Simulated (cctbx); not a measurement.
## SrNbTl5P2N2: precision against data quality

Space group Cc (no. 9), a = 8.8120 Å, b = 15.1310 Å, c = 7.0680 Å, α = 90.00°, β = 90.51°, γ = 90.00°.

| atom | mult. | x | y | z | Ueq (Å²) |
| --- | --- | --- | --- | --- | --- |
| Tl1 | 4 | 0.7825 | 0.9331 | 0.3030 | 0.0053 |
| Tl2 | 4 | 0.2155 | 0.9260 | 0.2631 | 0.0030 |
| Tl3 | 4 | 0.4954 | 0.6394 | 0.2776 | 0.0044 |
| Tl4 | 4 | 0.7030 | 0.2300 | 0.1190 | 0.0055 |
| Tl5 | 4 | 0.5080 | 0.0341 | 0.1139 | 0.0036 |
| Nb1 | 4 | 0.5008 | 0.8370 | 0.0056 | 0.0050 |
| Sr1 | 4 | 0.3039 | 0.2310 | 0.1204 | 0.0040 |
| P1 | 4 | 0.2914 | 0.0935 | 0.3889 | 0.0034 |
| P2 | 4 | 0.7115 | 0.0977 | 0.4005 | 0.0054 |
| N1 | 4 | 0.4997 | 0.8318 | 0.3249 | 0.0089 |
| N2 | 4 | 0.5052 | 0.3088 | 0.3976 | 0.0073 |

This is a model crystal, built by substitution and not relaxed, with assumed displacement parameters.

Five simulated data sets (cctbx; Mo Kα, λ = 0.71073 Å; 4 % proportional error) differ in resolution or exposure (noise floor 15 counts in the first three, 8 in the last two). Each is refined with the right model, isotropic at 1.1 Å and anisotropic otherwise. How do the figures of merit and the uncertainties move?

| d min (Å) | top counts | ⟨I/σ⟩ (unmerged, absences included) | unique | param. (scale apart) | Rint | R1 | GooF | largest s.u. xyz (fractional) | s.u. U of N1 (Å²) | largest error (Å) |
| --- | --- | --- | --- | --- | --- | --- | --- | --- | --- | --- |
| 1.1 | 40000 | 9.4 | 723 | 44 | 0.025 | 0.0143 | 1.02 | 0.00228 | 0.0041 | 0.0403 |
| 0.84 | 40000 | 9.3 | 1675 | 99 | 0.024 | 0.0145 | 0.93 | 0.00124 | 0.0041 | 0.0149 |
| 0.6 | 40000 | 8.3 | 4565 | 99 | 0.027 | 0.0167 | 0.95 | 0.00074 | 0.0018 | 0.0127 |
| 0.75 | 300 | 0.9 | 2337 | 99 | 0.250 | 0.0990 | 0.91 | 0.03183 | 0.0382 | 0.1398 |
| 0.75 | 3000 | 4.1 | 2337 | 99 | 0.051 | 0.0327 | 0.91 | 0.00312 | 0.0092 | 0.0407 |

The number of reflections grows roughly as 1/d³: 723, 1675 and 4565 here. R1 follows the noise rather than the truth: at 300 counts it is 0.0990, at 3000 counts 0.0327, while GooF is 0.91 and 0.91: the weights 1/σ² carry the noise. The s.u. of U (U11 where anisotropic) for N1 goes 0.0041, 0.0041, 0.0018 Å² with resolution and 0.0382, 0.0092 Å² with exposure.

Hardware for the 0.6 Å refinement: 0.9 s on 1 thread of Arm Neoverse N1, on a shared host, peak memory 0.09 GiB.
